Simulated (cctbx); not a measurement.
**Interatomic vectors of FeP4F12**

Space group I-43m (no. 217), a = 8.1010 Å, b = 8.1010 Å, c = 8.1010 Å, α = 90.00°, β = 90.00°, γ = 90.00°, content Fe2 P8 F24.

The data are simulated with cctbx, not measured: Mo Kα, λ = 0.71073 Å, to d = 0.6 Å, 80 % of the full sphere, strongest reflection 40000 counts, noise from counting, a 3 % proportional error and a noise floor of 2 counts (s.d.); no absorption, some extinction.

Patterson synthesis from sharpened amplitudes, origin scaled to 1000:

```text
Patterson group I m -3 m
      u       v       w   height  length (A)
  0.000   0.000   0.000   1000.0     0.00
  0.155   0.155   0.155    172.7     2.18
  0.000   0.203   0.500    140.1     4.37
  0.000   0.000   0.500    137.0     4.05
  0.000   0.000   0.189    120.0     1.53
  0.000   0.310   0.310    113.4     3.56
  0.138   0.138   0.347     69.4     3.23
  0.028   0.028   0.099     44.6     0.87
  0.185   0.299   0.299     38.9     3.73
  0.000   0.075   0.075     30.8     0.86
  0.000   0.204   0.204     29.7     2.34
  0.062   0.062   0.062     29.7     0.87
  0.000   0.214   0.261     25.3     2.74
  0.026   0.253   0.403     15.7     3.86
```

**Question.** Which atom pairs make the peaks, and where is the heaviest atom?

A peak at u stands for all pairs with xi − xj = u, with weight Σ ZiZj against Σ Z² = 5096 at the origin. Peak heights follow these weights only roughly, since form factors, motion and series ripples differ, all vectors within 0.55 Å of a peak are counted as merged into it though the farther ones add only part of their weight, and F(000) is left out, which lowers the whole map:

| u | v | w | shortest length (Å) | height | 1000 ΣZiZj/ΣZ² | pairs in the cell |
| --- | --- | --- | --- | --- | --- | --- |
| 0.155 | 0.155 | 0.155 | 2.17 | 173 | 153 | 2 × Fe–P |
| 0.000 | 0.203 | 0.500 | 4.37 | 140 | 212 | 8 × P–F |
| 0.000 | 0.000 | 0.500 | 4.05 | 137 | 254 | 16 × F–F |
| 0.000 | 0.000 | 0.189 | 1.53 | 120 | 212 | 8 × P–F |
| 0.000 | 0.310 | 0.310 | 3.55 | 113 | 184 | 6 × F–F, 2 × P–P |
| 0.138 | 0.138 | 0.347 | 3.23 | 69 | 92 | 2 × Fe–F |

The table stops at ten peaks or at a height of 45, below which ripples compete. In the model behind the data Fe, the heaviest element, has 1 independent site: (0, 0, 0), up to an allowed shift of origin. No listed peak is a Fe–Fe vector, so the position follows from the cell content and the cross vectors. The whole model:

```
atom  mult.       x       y       z  Ueq (Å²)
 Fe1      2       0       0       0    0.0097
  P1      8  0.1572  0.1572  0.8428    0.0076
  F1     24  0.6535  0.1390  0.1390    0.0064
```

The model is made up (kin elements in a known structure type, no relaxation), so it says nothing on whether the phase exists.

[Logs are printed without paths, hosts, clocks, repeated set-up lines and the standing remarks that a program may print on its own settings, such as how far it seeks lower states.]
